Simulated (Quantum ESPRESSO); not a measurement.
# Carrying a functional's shift from two faces of Ag to a third

How the rows were computed: Quantum ESPRESSO 7.5 (pw.x, pp.x), PseudoDojo norm-conserving files, cold smearing of 0.02 Ry; slabs at the tabulated lattice constant, relaxed under PBE by pw.x; both functionals on the same atoms. Work functions in eV.

| face | area an atom (Å²) | PBE | PBEsol |
| --- | --- | --- | --- |
| (111) | 7.24 | 4.520 | 4.656 |
| (100) | 8.36 | 4.130 | 4.256 |
| (110) | 11.83 | 4.142 | withheld |

**Question.** What does PBEsol give for (110)?

**Fit.** The shifts from PBE are 4.656 − 4.520 = +0.136 eV and 4.256 − 4.130 = +0.126 eV, +0.131 eV in the mean. A rigid shift gives 4.142 + (+0.131) = 4.273 eV.

**The withheld run.** 4.258 eV; the estimate misses by +0.015 eV. The shift is rigid within 0.03 eV, so differences between faces carry over. The measured value for this face is 4.10 eV (“Anisotropic work function of elemental crystals” (2019, arxiv:1902.07811)): PBE is off by +0.04 eV and PBEsol by +0.16 eV; other measurements of a face can differ by 0.1 to 0.2 eV.

**Limits.** Thin, unreconstructed slabs; thickness and mesh leave some 0.05 to 0.1 eV open, which largely cancels in the shift.
